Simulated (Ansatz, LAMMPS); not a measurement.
# Force difference against the radius of support functions in Li+ triflate in dimethyl carbonate and dimethoxyethane and diethyl carbonate at 400 K (177 atoms)

Density of this cell: 1.26 g/cm³. The cell holds 177 atoms: 39 C, 39 O, 74 H, 5 S, 15 F and 5 Li. Its edges and angles: a = 12.958 Å, b = 12.958 Å, c = 12.958 Å, α = 90.0°, β = 90.0°, γ = 90.0°. 4 dimethyl carbonate, 3 dimethoxyethane, 2 diethyl carbonate, 5 Li+, 5 triflate placed at random, at 1.26 g/cm³; overlaps pushed apart, then 10 ps at 550 K with Joung-Cheatham ions (J. Phys. Chem. B 112, 9020 (2008)); MMFF94 bonds, angles, torsions, charges and radii (Halgren, J. Comput. Chem. 17, 490 (1996)) in harmonic and 12-6 forms; charges of ions scaled by 0.8. Snapshot after 30 ps at 400 K and fixed volume.

Calculated with Ansatz 0.2.0: Kohn-Sham DFT, PBE+D4, PAW (set soft_2), localised support functions (medium), with the radius typed; the reference is Kohn-Sham DFT, PBE+D4, PAW (set soft_2), plane waves, cutoff 750 eV, Γ point, gaussian smearing of 0.025 eV, with an r.m.s. force component of 1.04 eV/Å.

```
radius (Å)  r.m.s. force difference (meV/Å)     time
      3.45                            0.932  2.1 min
      3.73                            0.777  2.4 min
      3.98                            0.698  2.7 min
      4.26                                ?        ?
       4.8                            0.649  4.9 min
      5.33                            0.632  7.1 min
```

**Question.** Fit a power law of the radius to the rows given and interpolate to the withheld row.

Worked fit:

A power law y = A x^b is a line in u = ln x and v = ln y.

| u = ln x | v = ln y |
| --- | --- |
| 1.23837 | -0.0704225 |
| 1.31641 | -0.252315 |
| 1.38128 | -0.359536 |
| 1.56862 | -0.432323 |
| 1.67335 | -0.458866 |

With n = 5: mean u = 1.43561, mean v = -0.314692, Σ(u − ū)² = 0.13027, Σ(u − ū)(v − v̄) = -0.10310. Slope b = -0.10310 / 0.13027 = -0.79140; intercept a = v̄ − b ū = 0.82145.

At the withheld row u = 1.449, v = a + b u = -0.3255, and y = exp(v).

Prediction at 4.26: 0.7222 meV/Å. The run gave 0.679 meV/Å, so the fit is high by 0.043 meV/Å (6.4 % of the value).

The fitted exponent is -0.79. Between neighbouring rows, the withheld one included, the exponents are -2.3, -1.7, -0.41, -0.38 and -0.25, so one power law doesn't hold over the range: the values level off at a floor. Among the rows given, the largest relative miss of the fit is at 3.98, by 0.064 meV/Å (9.2 %).

Limits: The difference holds the reference's own basis error, which sets a floor under it.

[Logs are printed without paths, hosts, clocks, repeated set-up lines and the standing remarks that a program may print on its own settings, such as how far it seeks lower states.]

[Hosts, paths, dates, database ids (printed as entryN), source tags and the programs' standing remarks are cut or masked in the printed files.]

[The MMFF94 radii named for the starting cell were scaled by 0.96; in molecules described by MMFF94, hydrogen bound to N, O or S took a small fixed 12-6 site in their place.]
